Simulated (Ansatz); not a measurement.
## How fast states decay through CsLiMoS2O2

Aim: relax a made-up compound, CsLiMoS2O2, and see how good a tunnel barrier it would be. It is built by putting S for part of the O in the CsLiMoO4 structure of space group F-43m, with the volume rescaled by atomic radii. The parent structure comes from the Materials Project.

Calculated with Ansatz 0.2.0; PBE DFT, plane waves, PAW files, in the first sound run; inputs show where later runs differ.

The structure was built from a prototype and need not be the compound's stable phase.

## (1) The structure

It takes space group Imm2 (No. 44, orthorhombic). The conventional cell has a = 6.200 Å, b = 6.200 Å, c = 8.768 Å, α = 90.00°, β = 90.00°, γ = 90.00°. Nearest to Cs lie 6 O at 3.65 Å and 6 S at 3.65 Å. Nearest to Li lie 2 S at 1.96 Å and 2 O at 1.96 Å. Nearest to Mo lie 2 S at 1.84 Å and 2 O at 1.84 Å. Nearest to O lie 1 Mo at 1.84 Å and 1 Li at 1.96 Å and 3 Cs at 3.65 Å. Nearest to S lie 1 Mo at 1.84 Å and 1 Li at 1.96 Å and 3 Cs at 3.65 Å. It derives from CsLiMoO4. S for part of the O in the CsLiMoO4 structure of space group F-43m. Farther neighbours and most contacts between anions are not listed.

## (2) Relaxing the new crystal

The substituted atoms don't fit the parent's cell, so cell and atoms relax together. A small smearing keeps the run stable in case the gap closes on the way.

input.yaml

```yaml
crystal:
  lattice:
    - [0.0, 4.3841559953, 4.3841559953]
    - [4.3841559953, 0.0, 4.3841559953]
    - [4.3841559953, 4.3841559953, 0.0]
  atoms:
    - { symbol: Cs, position: [0.25, 0.25, 0.25] }
    - { symbol: Li, position: [0.5, 0.5, 0.5] }
    - { symbol: Mo, position: [0.75, 0.75, 0.75] }
    - { symbol: O, position: [0.62878916, 0.62878916, 0.11363252] }
    - { symbol: S, position: [0.62878916, 0.62878916, 0.62878916] }
    - { symbol: O, position: [0.11363252, 0.62878916, 0.62878916] }
    - { symbol: S, position: [0.62878916, 0.11363252, 0.62878916] }
kpoints:
  mp_grid: { grid: [4, 4, 4] }
scf:
  occupations: { method: gaussian, width: 0.03 }
hamiltonian:
  xc: pbe
output:
  forces: true
  stress: true
relax:
  f_tol: 0.02
  max_steps: 60
  cell: {}
```

The run is started by

```sh
$ ansatz run input.yaml --threads 2 --pin off --max-ram 4096MiB --backend cpu --events-out ev --progress --plain --runs-dir out
```

Numbers of over 12 decimals in the logs are rounded to 6 here.

The log of the run:

```text
Engine: ansatz 0.2.0, aarch64-unknown-linux-gnu
Pseudopotentials: kind: paw
Pseudopotential: Cs, paw, valence charge 9, recommended cutoff 420 eV (normal), Cs.paw.azcp
Pseudopotential: Li, paw, valence charge 3, recommended cutoff 420 eV (normal), Li.paw.azcp
Pseudopotential: Mo, paw, valence charge 14, recommended cutoff 420 eV (normal), Mo.paw.azcp
Pseudopotential: O, paw, valence charge 6, recommended cutoff 420 eV (normal), O.paw.azcp
Pseudopotential: S, paw, valence charge 6, recommended cutoff 420 eV (normal), S.paw.azcp
Functional definition: PBE
  parameter kappa = 0.804
  parameter beta = 0.066725
  exchange = pbe_x(kappa = kappa, mu = beta*pi^2/3)
  correlation = pbe_c(beta = beta)
Crystal: 7 atoms, lattice volume = 168.534 Å³
Basis set: ecut = 420 eV, 3287 PW (Γ), exchange–correlation on 90×90×90 points (8 copies of the dense FFT grid, shifted against one another)
Bands: 32, of which v1, the nominal top of the filled ones, is band 25 counted from 1 (24 counted from 0)
Symmetry: 4 space group operations
Space group: Imm2 (ITA 44), of the structure as read, at distance tolerance 5.5e-5 Å
k-points: 18 of 64 (time reversal used)
Non-local potential: Cs, projectors of the file, l = 0: 3, l = 1: 2, l = 2: 2, l = 3: 2
Non-local potential: Li, projectors of the file, l = 0: 3, l = 1: 2, l = 2: 1
Non-local potential: Mo, projectors of the file, l = 0: 3, l = 1: 2, l = 2: 2, l = 3: 1
Non-local potential: O, projectors of the file, l = 0: 2, l = 1: 2, l = 2: 1
Non-local potential: S, projectors of the file, l = 0: 2, l = 1: 2, l = 2: 2
PAW form: soft (Blöchl's): semilocal exchange-correlation on the pseudo side does not see the compensation charge
PAW one-centre angular grid: Cs, 194 points (default); XC on 64 Gauss nodes
PAW one-centre angular grid: Li, 110 points (default); XC on 64 Gauss nodes
PAW one-centre angular grid: Mo, 590 points (default); XC on 64 Gauss nodes
PAW one-centre angular grid: O, 110 points (default); XC on 64 Gauss nodes
PAW one-centre angular grid: S, 110 points (default); XC on 64 Gauss nodes
Initial density: superposition of atomic densities (neutral atoms: chi_scale 0, normalization atom), corrected by the library's trained network
Initial wavefunctions: pseudopotential atomic-orbital guess
Functional: x = pbe(κ = 0.804, μ = 0.219515), c = pbe(β = 0.066725)
SCF iter   1: F=—  HF=-13770.197015 eV  |F-HF|=—  |Δ(HF+E_count)|=         —  Δρ=4.80e-3  dr2=4.58e-2  ethr=1.77e-3  ⟨swp⟩=7.7  Hψ=2820  notcnv=0
preconditioner: auto → Resta (q_TF=auto, 2.228 Å⁻¹)  ε∞=4.0  [insulator: Δε(μ)=2.523 eV  Ē_g=10.118 eV  σ=0.030 eV  W_gap=1.00  n_scr=26 (ndim 8)  ℏωp=17.6 eV  f_vac=0.175  D(μ)=0.00/eV (n_scr^D=0)  ε∞_Penn≈4.0]
SCF iter   2: F=—  HF=-13770.190935 eV  |F-HF|=—  |Δ(HF+E_count)|=   6.08e-3  Δρ=3.55e-3  dr2=1.80e-2  ethr=9.17e-5  ⟨swp⟩=2.6  Hψ=1183  notcnv=0  defer=30
SCF iter   3: F=—  HF=-13770.188574 eV  |F-HF|=—  |Δ(HF+E_count)|=   2.36e-3  Δρ=1.31e-3  dr2=3.01e-3  ethr=3.61e-5  ⟨swp⟩=2.0  Hψ=983  notcnv=0  defer=30
SCF iter   4: F=—  HF=-13770.189925 eV  |F-HF|=—  |Δ(HF+E_count)|=   1.35e-3  Δρ=3.52e-4  dr2=2.89e-4  ethr=6.02e-6  ⟨swp⟩=2.3  Hψ=937  notcnv=0  defer=30
SCF iter   5: F=—  HF=-13770.190121 eV  |F-HF|=—  |Δ(HF+E_count)|=   1.96e-4  Δρ=1.51e-4  dr2=8.88e-5  ethr=5.78e-7  ⟨swp⟩=2.1  Hψ=870  notcnv=0  defer=30
SCF iter   6: F=—  HF=-13770.190200 eV  |F-HF|=—  |Δ(HF+E_count)|=   7.97e-5  Δρ=6.05e-5  dr2=8.84e-6  ethr=1.78e-7  ⟨swp⟩=2.0  Hψ=731  notcnv=0  defer=30
SCF iter   7: F=—  HF=-13770.190203 eV  |F-HF|=—  |Δ(HF+E_count)|=   2.46e-6  Δρ=1.65e-5  dr2=9.28e-7  ethr=1.77e-8  ⟨swp⟩=2.1  Hψ=789  notcnv=0  defer=30
SCF iter   8: F=-13770.190203 eV  HF=-13770.190203 eV  |F-HF|=4.65e-8  |Δ(HF+E_count)|=   1.96e-7  Δρ=3.63e-6  dr2=5.41e-8  ethr=2.00e-10  ⟨swp⟩=3.7  Hψ=2324  notcnv=0
SCF 1 converged in 8 iterations: F = -13770.190203 eV  dr2 = 5.41e-8
  greatest PAW one-centre occupation: 1.000 electrons in one spin orbital (limit 2), on the Li atom at site 1 (counted from 0), in its partial waves of l = 0
relax step   1: F+E_penalty+E_count = -13770.19020268 eV  Δ(F+E_penalty+E_count) = +0.000e0 eV  max|allowed force component| = 2.096e1 eV/Å  Δτ_max = 0.0000 Å  P = +22.146 GPa  Ω = 168.534 Å³  (8 SCF iters, dr2 threshold 1.00e-7 eV, accepted)
Crystal: 7 atoms, lattice volume = 177.361 Å³
Basis set: ecut = 420 eV, 3479 PW (Γ), exchange–correlation on 90×90×90 points (8 copies of the dense FFT grid, shifted against one another)
Initial density: handed on by an earlier stage of this run
Initial wavefunctions: those handed on with the density
SCF iter   1: F=—  HF=-13775.130491 eV  |F-HF|=—  |Δ(HF+E_count)|=         —  Δρ=2.56e-2  dr2=1.99e0  ethr=3.10e-3  ⟨swp⟩=7.1  Hψ=2709  notcnv=0
preconditioner: auto → Resta (q_TF=auto, 2.209 Å⁻¹)  ε∞=4.0  [insulator: Δε(μ)=2.049 eV  Ē_g=10.007 eV  σ=0.030 eV  W_gap=1.00  n_scr=26 (ndim 8)  ℏωp=17.2 eV  f_vac=0.190  D(μ)=0.00/eV (n_scr^D=0)  ε∞_Penn≈4.0]
SCF iter   2: F=—  HF=-13774.897919 eV  |F-HF|=—  |Δ(HF+E_count)|=   2.33e-1  Δρ=1.60e-2  dr2=6.09e-1  ethr=3.10e-3  ⟨swp⟩=3.0  Hψ=1117  notcnv=0  defer=23
SCF iter   3: F=—  HF=-13774.816627 eV  |F-HF|=—  |Δ(HF+E_count)|=   8.13e-2  Δρ=8.37e-3  dr2=1.07e-1  ethr=1.22e-3  ⟨swp⟩=2.0  Hψ=868  notcnv=0  defer=25
SCF iter   4: F=—  HF=-13774.806981 eV  |F-HF|=—  |Δ(HF+E_count)|=   9.65e-3  Δρ=3.75e-3  dr2=3.44e-2  ethr=2.14e-4  ⟨swp⟩=2.0  Hψ=983  notcnv=0  defer=25
SCF iter   5: F=—  HF=-13774.802130 eV  |F-HF|=—  |Δ(HF+E_count)|=   4.85e-3  Δρ=8.77e-4  dr2=2.57e-3  ethr=6.89e-5  ⟨swp⟩=2.8  Hψ=1061  notcnv=0  defer=25
SCF iter   6: F=—  HF=-13774.802311 eV  |F-HF|=—  |Δ(HF+E_count)|=   1.81e-4  Δρ=2.83e-4  dr2=3.27e-4  ethr=5.13e-6  ⟨swp⟩=2.6  Hψ=905  notcnv=0  defer=25
SCF iter   7: F=—  HF=-13774.802326 eV  |F-HF|=—  |Δ(HF+E_count)|=   1.57e-5  Δρ=6.40e-5  dr2=1.38e-5  ethr=6.53e-7  ⟨swp⟩=2.0  Hψ=820  notcnv=0  defer=25
SCF iter   8: F=—  HF=-13774.802321 eV  |F-HF|=—  |Δ(HF+E_count)|=   5.13e-6  Δρ=1.51e-5  dr2=9.22e-7  ethr=2.76e-8  ⟨swp⟩=2.0  Hψ=878  notcnv=0  defer=25
SCF iter   9: F=-13774.802320 eV  HF=-13774.802320 eV  |F-HF|=5.38e-8  |Δ(HF+E_count)|=   7.55e-7  Δρ=4.37e-6  dr2=7.17e-8  ethr=1.40e-9  ⟨swp⟩=4.0  Hψ=1875  notcnv=0
SCF 2 converged in 9 iterations: F = -13774.802320 eV  dr2 = 7.17e-8
relax step   2: F+E_penalty+E_count = -13774.80232037 eV  Δ(F+E_penalty+E_count) = -4.612e0 eV  max|allowed force component| = 3.158e0 eV/Å  Δτ_max = 0.1950 Å  P = +6.337 GPa  Ω = 177.361 Å³  energy of the carried Pulay correction = -7.948e-3 eV  (9 SCF iters, dr2 threshold 7.00e-7 eV, accepted)
Crystal: 7 atoms, lattice volume = 187.021 Å³
[...]
relax step   7: F+E_penalty+E_count = -13776.12979683 eV  Δ(F+E_penalty+E_count) = -3.398e-3 eV  max|allowed force component| = 8.271e-2 eV/Å  Δτ_max = 0.0198 Å  P = +0.037 GPa  Ω = 207.199 Å³  energy of the carried Pulay correction = -3.207e-2 eV  (6 SCF iters, dr2 threshold 5.57e-7 eV, accepted)
relax step   8: F+E_penalty+E_count = -13776.13068874 eV  Δ(F+E_penalty+E_count) = -8.919e-4 eV  max|allowed force component| = 1.119e-2 eV/Å  Δτ_max = 0.0191 Å  P = +0.023 GPa  Ω = 207.252 Å³  energy of the carried Pulay correction = -3.211e-2 eV  (6 SCF iters, dr2 threshold 4.28e-7 eV, accepted)
relax step   9: F+E_penalty+E_count = -13776.28328853 eV  Δ(F+E_penalty+E_count) = -1.526e-1 eV  max|allowed force component| = 2.265e-2 eV/Å  Δτ_max = 0.0000 Å  P = +0.920 GPa  Ω = 207.252 Å³  stress off target by 1.54e0 GPa  SCF on the basis re-selected at this cell (its energy is not comparable with the rows above)  (9 SCF iters)
relax step  10: F+E_penalty+E_count = -13776.31610536 eV  Δ(F+E_penalty+E_count) = -3.282e-2 eV  max|allowed force component| = 5.233e-2 eV/Å  Δτ_max = 0.0358 Å  P = +0.314 GPa  Ω = 211.972 Å³  energy of the carried Pulay correction = -3.871e-3 eV  (7 SCF iters, dr2 threshold 7.00e-7 eV, accepted)
relax step  11: F+E_penalty+E_count = -13776.32422458 eV  Δ(F+E_penalty+E_count) = -8.119e-3 eV  max|allowed force component| = 2.812e-2 eV/Å  Δτ_max = 0.0268 Å  P = +0.053 GPa  Ω = 216.127 Å³  energy of the carried Pulay correction = -7.880e-3 eV  (7 SCF iters, dr2 threshold 7.00e-7 eV, accepted)
relax step  12: F+E_penalty+E_count = -13776.32460903 eV  Δ(F+E_penalty+E_count) = -3.845e-4 eV  max|allowed force component| = 1.954e-2 eV/Å  Δτ_max = 0.0266 Å  P = -0.039 GPa  Ω = 216.714 Å³  energy of the carried Pulay correction = -8.491e-3 eV  (7 SCF iters, dr2 threshold 4.94e-8 eV, accepted)
relax step  13: F+E_penalty+E_count = -13776.32529709 eV  Δ(F+E_penalty+E_count) = -6.881e-4 eV  max|allowed force component| = 1.183e-2 eV/Å  Δτ_max = 0.0458 Å  P = -0.020 GPa  Ω = 216.730 Å³  energy of the carried Pulay correction = -8.514e-3 eV  (8 SCF iters, dr2 threshold 9.11e-9 eV, accepted)
relax step  14: F+E_penalty+E_count = -13776.33730997 eV  Δ(F+E_penalty+E_count) = -1.201e-2 eV  max|allowed force component| = 1.163e-2 eV/Å  Δτ_max = 0.0000 Å  P = +0.011 GPa  Ω = 216.730 Å³  stress off target by 9.68e-2 GPa  SCF on the basis re-selected at this cell (its energy is not comparable with the rows above)  (9 SCF iters)
relax step  15: F+E_penalty+E_count = -13776.33769490 eV  Δ(F+E_penalty+E_count) = -3.849e-4 eV  max|allowed force component| = 1.915e-2 eV/Å  Δτ_max = 0.0131 Å  P = -0.014 GPa  Ω = 216.829 Å³  energy of the carried Pulay correction = -1.002e-4 eV  (7 SCF iters, dr2 threshold 2.34e-8 eV, accepted)
Basis set: ecut = 420 eV, 4249 PW (Γ), exchange–correlation on 96×108×96 points (8 copies of the dense FFT grid, shifted against one another)
iter 1 solved again at ethr=3.81e-7 eV; its pass at ethr=3.10e-3 eV (dr2=1.90e-4 eV) is discarded
SCF iter   1: F=—  HF=-13776.337636 eV  |F-HF|=—  |Δ(HF+E_count)|=         —  Δρ=3.56e-5  dr2=1.78e-7  ethr=3.81e-7  ⟨swp⟩=3.0  Hψ=4263  notcnv=0
eigensolver tolerance schedule: the retry pair's looser diagonalisation over-reported the residual by 1066.98 of it (diagonalisation noise at 0.15 of the residual, at the tolerance the schedule requests for it); recorded, not acted on — ethr = c·dr2/N_el stays at c = 1.0e-1
preconditioner: auto → Resta (q_TF=auto, 2.136 Å⁻¹)  ε∞=3.6  [insulator: Δε(μ)=2.307 eV  Ē_g=9.675 eV  σ=0.030 eV  W_gap=1.00  n_scr=38 (ndim 8)  ℏωp=15.5 eV  f_vac=0.228  D(μ)=0.00/eV (n_scr^D=0)  ε∞_Penn≈3.6]
SCF iter   2: F=—  HF=-13776.337738 eV  |F-HF|=—  |Δ(HF+E_count)|=   1.02e-4  Δρ=1.80e-5  dr2=5.04e-8  ethr=3.57e-10  ⟨swp⟩=3.2  Hψ=1311  notcnv=0
SCF iter   3: F=—  HF=-13776.337803 eV  |F-HF|=—  |Δ(HF+E_count)|=   6.51e-5  Δρ=6.19e-6  dr2=4.71e-8  ethr=1.01e-10  ⟨swp⟩=2.9  Hψ=1013  notcnv=0
SCF iter   4: F=—  HF=-13776.337809 eV  |F-HF|=—  |Δ(HF+E_count)|=   5.73e-6  Δρ=1.24e-6  dr2=2.52e-9  ethr=9.41e-11  ⟨swp⟩=2.0  Hψ=854  notcnv=0
SCF iter   5: F=—  HF=-13776.337809 eV  |F-HF|=—  |Δ(HF+E_count)|=   2.16e-7  Δρ=4.02e-7  dr2=3.75e-10  ethr=5.04e-12  ⟨swp⟩=2.0  Hψ=771  notcnv=0
SCF iter   6: F=-13776.337809 eV  HF=-13776.337809 eV  |F-HF|=4.07e-10  |Δ(HF+E_count)|=   7.91e-9  Δρ=1.55e-7  dr2=6.94e-11  ethr=1.00e-12  ⟨swp⟩=3.1  Hψ=2197  notcnv=0
SCF 16 converged in 6 iterations: F = -13776.337809 eV  dr2 = 6.94e-11
relax step  16: F+E_penalty+E_count = -13776.33780893 eV  Δ(F+E_penalty+E_count) = -1.140e-4 eV  max|allowed force component| = 1.912e-2 eV/Å  Δτ_max = 0.0000 Å  P = -0.014 GPa  Ω = 216.829 Å³  stress off target by 1.70e-2 GPa  SCF on the basis re-selected at this cell (its energy is not comparable with the rows above)  (6 SCF iters)
basis re-selected at this cell: Δ(F+E_penalty+E_count) = -1.140e-4 eV, ΔP = +0.001 GPa vs the last step (what re-selecting the basis moved, of the pressure what is left beyond the Pulay correction that the steps carried, after the strain that the cell walked since its last selection, with what the two solves' SCF thresholds leave and, on support functions, any second-order correction that the steps lacked; it is no measure of the basis error at this ecutwfc). The dense FFT grid was sized anew with the basis: this SCF ran on 48×54×48 points, the steps before it on 48×50×48, so part of this shift can come from that change (see relax.cell in the input reference). [rest of the remark cut]
SCF converged after 6 iterations
Free energy (F): -13776.337809 eV
Harris-Foulkes:  -13776.337809 eV  (|F-HF|=4.07e-10)
Internal energy: -13776.337809 eV  (E = F + TS)
E sigma→0 (E₀):  -13776.337809 eV
Fermi energy:    2.647290 eV
--- Per-component energies (eV) ---
  E_band       = -598.034446
  E_kinetic    = 1163.132348
  E_local      = -4662.016610  (includes V_loc(G=0)·N_el)
  E_nonlocal   = 291.125697
  E_hartree    = 1797.859750
  E_xc         = -707.979274
  E_vxc        = -728.703278  (∫ρ·V_xc dr)
  E_paw        = -9804.628516  (= ΣΔE_a)
  E_vpaw       = -257.296891  (= ΣTr[D̂ρ^β])
  E_aug_tail   = 0.004931  (compensation charges beyond the density's cutoff)
  E_ewald      = -1853.836135
  E_smearing   = -0.000000  (= −TS)
  E_closure    = 0.000000  (closes the sum)
  Σ components = -13776.337809   (vs F -13776.337809, Δ=0.00e0)
--- Forces (eV/Å), atoms counted from 1 ---
  atom   1  Cs    -0.00000000    -0.00173437    -0.00000000
  atom   2  Li     0.00000000    -0.00159472     0.00000000
  atom   3  Mo     0.00000000     0.01911774     0.00000000
  atom   4  O     -0.00628374    -0.00977085     0.00628374
  atom   5  S      0.00811230     0.00187664     0.00811230
  atom   6  O      0.00628374    -0.00977085    -0.00628374
  atom   7  S     -0.00811230     0.00187664    -0.00811230
  max |Σ_I F_I| component: 2.24e-7 eV/Å
--- Stress (GPa, compression-positive) ---
       -0.013897       0.000000       0.003131
        0.000000      -0.013827       0.000000
        0.003131       0.000000      -0.013897
  P = ⅓ Tr σ = -0.0139 GPa (-0.139 kbar)
--- Relaxed structure (13 steps of the walk, 13 accepted, 3 SCFs on fresh bases) ---
  F+E_penalty+E_count = -13776.33780893 eV   max|allowed force component| = 1.912e-2 eV/Å   (the final SCF, on the basis selected at the relaxed cell)
  cell:  # Å, volume = 216.8293 Å³
    - [0.519684, 4.775978, 4.792709]
    - [5.312393, 0, 5.312393]
    - [4.792709, 4.775978, 0.519684]
  atoms:
    - { symbol: Cs, position: [0.276848, 0.223152, 0.276848] }
    - { symbol: Li, position: [0.466728, 0.533272, 0.466728] }
    - { symbol: Mo, position: [0.761604, 0.738396, 0.761604] }
    - { symbol: O, position: [0.632463, 0.631860, 0.103817] }
    - { symbol: S, position: [0.629271, 0.627475, 0.629271] }
    - { symbol: O, position: [0.103817, 0.631860, 0.632463] }
    - { symbol: S, position: [0.629271, 0.113983, 0.629271] }
```

Wall time 65 s (2 threads of Arm Neoverse V2, shared host); peak memory 0.51 GiB; 2.1 min of CPU time.

Relaxation path:

```
step  energy less that of the first step (eV)  largest force component (eV/Å)  pressure (GPa)  volume (Å³)
   1                                   0.0000                         20.9639           22.15       168.53
   2                                  -4.6121                          3.1580            6.34       177.36
   3                                  -5.3425                          2.1228            3.46       187.02
   4                                  -5.8228                          0.8455            1.40       199.26
   5                                  -5.9086                          0.6630           -0.58       209.30
   6                                  -5.9362                          0.0944            0.08       207.40
   7                                  -5.9396                          0.0827            0.04       207.20
   8                                  -5.9405                          0.0112            0.02       207.25
  9*                                  -6.0931                          0.0226            0.92       207.25
  10                                  -6.1259                          0.0523            0.31       211.97
  11                                  -6.1340                          0.0281            0.05       216.13
  12                                  -6.1344                          0.0195           -0.04       216.71
  13                                  -6.1351                          0.0118           -0.02       216.73
 14*                                  -6.1471                          0.0116            0.01       216.73
  15                                  -6.1475                          0.0191           -0.01       216.83
 16*                                  -6.1476                          0.0191           -0.01       216.83
```

Relaxation steps marked * repeat the geometry before them on a plane-wave basis chosen anew for their cell, so energy and pressure can jump there.

Forces are held to the 4 operations that the run works with; a distortion that breaks them can't arise in this run.

```
     cell as run  before  after   change
           a (Å)   6.200  6.786   +9.4 %
           b (Å)   6.200  7.513  +21.2 %
           c (Å)   6.200  6.786   +9.4 %
           α (°)   60.00  56.39   -6.0 %
           β (°)   60.00  52.88  -11.9 %
           γ (°)   60.00  56.39   -6.0 %
volume (Å³/atom)   24.08  30.98  +28.7 %
```

The atoms that moved most (Å, as changes of fractional coordinates times the final cell):

```
atom      dx      dy      dz  length
 Li2   0.000  -0.318   0.000   0.318
 Cs1   0.000   0.256   0.000   0.256
 Mo3   0.000   0.111   0.000   0.111
  O6   0.029  -0.029  -0.029   0.050
  O4  -0.029  -0.029   0.029   0.050
  S7   0.004   0.005   0.004   0.008
  S5  -0.004   0.005  -0.004   0.008
```

This step gave:

| Item | Value |
| --- | --- |
| free energy | -13776.3378 eV |
| Fermi energy | 2.647 eV |
| pressure | -0.01387 GPa |

The largest force component on a free atom ends at 0.019 eV/Å.

(Continued in part 2 of 2.)

[Logs are printed without paths, hosts, clocks, repeated set-up lines and the standing remarks that a program may print on its own settings, such as how far it seeks lower states.]

[Hosts, paths, dates, database ids (printed as entryN), source tags and the programs' standing remarks are cut or masked in the printed files.]
